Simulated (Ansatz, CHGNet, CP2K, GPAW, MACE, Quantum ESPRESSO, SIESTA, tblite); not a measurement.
# From one method to another: forces in random packing of Sn (61 atoms)

61 atoms (61 Sn) packed at random in a cube at 7.11 g/cm³ and pushed apart as soft spheres; a start for melting by ab initio MD, not an equilibrated structure. Then every atom was moved at random, 0.05 Å r.m.s. a Cartesian component.

Two calculations on one geometry. First: Kohn-Sham DFT, PBE, GTH-PBE pseudopotentials, Gaussian and plane waves, DZVP-MOLOPT (UZH set), diagonalisation; DZVP-UZH; 244/50 Ry; levels smeared at 580 K (CP2K 2026.2; Γ point). Second: Kohn-Sham DFT, PBE, SSSP efficiency 1.3.0 pseudopotentials, plane waves; sssp-1.3.0-efficiency; 45/360 Ry; levels smeared at 580 K (Quantum ESPRESSO 7.5; sssp-pbe-1.3.0-efficiency, cutoffs 45/360 Ry, Γ point).

Cell vectors (Å):

```
11.914 0.000 0.000
0.000 11.914 0.000
0.000 0.000 11.914
```

Atom, position (Å) and force of the first calculation (eV/Å):

```
1 Sn 11.627 1.693 0.022 -0.957 -0.856 1.693
2 Sn 5.331 0.032 1.098 1.070 -0.406 0.797
3 Sn 9.605 6.442 11.356 -1.518 1.164 -1.838
4 Sn 3.112 4.125 0.997 0.745 0.885 1.548
5 Sn 7.430 6.866 8.985 1.476 0.799 0.081
6 Sn 3.799 6.304 3.364 -1.354 0.837 0.941
7 Sn 4.738 3.759 6.313 0.118 0.495 1.437
8 Sn 2.201 0.680 6.252 2.097 1.122 -0.643
9 Sn 8.683 1.739 11.174 -0.977 0.178 1.702
10 Sn 5.376 1.707 4.262 -1.278 -0.728 -2.102
11 Sn 2.602 9.934 3.205 0.667 -0.339 -0.335
12 Sn 4.034 10.002 7.744 -1.540 1.939 1.985
13 Sn 4.074 10.758 10.426 0.176 0.367 0.856
14 Sn 1.320 8.156 8.619 0.047 -0.890 -1.109
15 Sn 1.025 6.059 0.684 0.540 -1.979 -2.228
16 Sn 7.239 0.429 8.646 -0.551 -1.562 0.495
17 Sn 6.143 2.899 11.074 0.171 -0.371 -0.401
18 Sn 0.055 0.042 7.494 -0.704 -1.198 1.015
19 Sn 10.574 0.783 9.675 0.238 -1.537 -1.182
20 Sn 11.165 4.763 9.936 -0.330 0.171 -1.495
21 Sn 5.702 8.217 7.279 2.409 -1.387 2.090
22 Sn 7.241 4.210 4.506 0.108 0.108 0.875
23 Sn 8.146 9.758 5.055 0.348 1.489 0.531
24 Sn 0.390 2.987 2.368 1.999 -0.480 -1.024
25 Sn 3.660 1.897 11.409 0.262 -1.782 -1.398
26 Sn 1.345 3.424 10.978 0.413 1.133 -1.450
27 Sn 11.108 9.510 3.331 -1.545 1.197 3.863
28 Sn 3.653 6.631 9.358 -0.726 -0.568 -1.512
29 Sn 2.454 11.682 1.142 1.156 0.856 -0.640
30 Sn 5.781 5.514 10.609 -0.100 0.188 -0.320
31 Sn 4.888 1.103 6.983 -0.034 -0.856 2.012
32 Sn 7.579 0.730 5.410 0.336 -2.127 0.987
33 Sn 9.842 7.614 1.905 -2.250 1.583 0.167
34 Sn 7.944 2.054 2.933 0.440 -2.121 -2.729
35 Sn 2.403 3.629 8.435 0.405 0.529 -0.826
36 Sn 10.453 9.489 7.663 0.295 -0.541 -1.343
37 Sn 4.864 9.386 5.014 0.474 0.584 -2.519
38 Sn 10.337 0.303 5.053 0.224 -1.841 -1.180
39 Sn 0.417 10.202 10.224 -0.079 0.875 0.971
40 Sn 11.391 4.661 6.745 0.695 -0.624 0.452
41 Sn 3.337 3.445 3.816 -1.737 0.032 -0.588
42 Sn 5.124 6.482 1.129 0.209 1.938 -0.713
43 Sn 7.554 10.091 0.169 -0.014 1.356 -0.262
44 Sn 2.369 5.938 5.823 -0.718 -0.313 1.252
45 Sn 2.127 9.910 5.840 -1.672 -0.992 0.191
46 Sn 0.482 6.593 3.331 0.735 -1.256 1.054
47 Sn 0.320 2.256 5.070 1.911 0.425 0.542
48 Sn 2.547 8.199 11.435 2.371 0.187 -1.170
49 Sn 9.389 1.865 7.290 1.369 1.086 -0.319
50 Sn 10.094 3.401 3.972 -1.290 1.684 0.888
51 Sn 8.762 9.725 9.737 -0.508 -0.156 0.070
52 Sn 0.709 8.641 1.301 0.590 0.113 -0.684
53 Sn 0.123 7.772 5.736 -0.638 0.628 1.222
54 Sn 9.273 6.445 6.866 -0.180 0.362 -0.118
55 Sn 6.712 8.719 2.252 -0.796 -0.115 1.046
56 Sn 10.375 5.039 1.670 -1.022 -2.381 0.339
57 Sn 5.679 6.277 5.540 -1.090 -0.199 -0.254
58 Sn 7.971 7.108 4.356 1.511 -0.799 -0.768
59 Sn 7.455 3.310 8.401 -1.018 2.136 0.436
60 Sn 6.769 4.339 1.506 1.278 -0.215 0.650
61 Sn 11.804 11.152 1.341 -2.257 2.175 -1.039
```

**Question.** What forces does the second calculation give?

Atom and force (eV/Å):

```
1 -1.021 -0.920 1.710
2 0.994 -0.415 0.714
3 -1.512 1.168 -1.779
4 0.754 0.948 1.574
5 1.487 0.786 0.040
6 -1.385 0.783 1.022
7 0.088 0.524 1.331
8 2.235 1.173 -0.719
9 -1.059 0.221 1.682
10 -1.257 -0.634 -2.044
11 0.625 -0.381 -0.365
12 -1.688 2.131 1.982
13 0.132 0.388 0.914
14 0.075 -0.866 -1.131
15 0.496 -1.989 -2.199
16 -0.494 -1.466 0.488
17 0.248 -0.425 -0.391
18 -0.845 -1.211 1.019
19 0.259 -1.601 -1.295
20 -0.318 0.129 -1.497
21 2.578 -1.517 2.052
22 0.085 0.122 0.855
23 0.344 1.461 0.492
24 1.998 -0.402 -1.029
25 0.170 -1.855 -1.343
26 0.535 1.189 -1.384
27 -1.501 1.128 3.926
28 -0.757 -0.510 -1.504
29 1.281 0.904 -0.778
30 -0.068 0.143 -0.259
31 0.041 -0.869 1.979
32 0.328 -2.033 1.042
33 -2.180 1.604 0.184
34 0.413 -2.061 -2.701
35 0.405 0.568 -0.857
36 0.382 -0.519 -1.339
37 0.420 0.564 -2.487
38 0.161 -1.838 -1.096
39 -0.094 0.905 0.953
40 0.714 -0.597 0.397
41 -1.712 0.097 -0.538
42 0.173 1.901 -0.753
43 -0.013 1.359 -0.316
44 -0.646 -0.323 1.183
45 -1.684 -1.051 0.242
46 0.683 -1.211 0.996
47 1.930 0.440 0.604
48 2.376 0.171 -1.262
49 1.451 0.946 -0.377
50 -1.318 1.646 0.910
51 -0.470 -0.141 0.060
52 0.548 0.057 -0.586
53 -0.688 0.647 1.277
54 -0.201 0.406 -0.122
55 -0.782 -0.186 1.194
56 -0.924 -2.445 0.326
57 -1.136 -0.313 -0.296
58 1.486 -0.774 -0.843
59 -1.087 2.094 0.504
60 1.254 -0.250 0.670
61 -2.310 2.198 -1.028
```

The two sets differ by 59.3 meV/Å r.m.s., 5.0 % of the r.m.s. force of the Quantum ESPRESSO run. The electronic-structure runs sample only Γ, in a cell whose shortest periodic width is 12 Å, which is coarse for a cell with partly filled levels.

[Logs are printed without paths, hosts, clocks, repeated set-up lines and the standing remarks that a program may print on its own settings, such as how far it seeks lower states.]

[Hosts, paths, dates, database ids (printed as entryN), source tags and the programs' standing remarks are cut or masked in the printed files.]
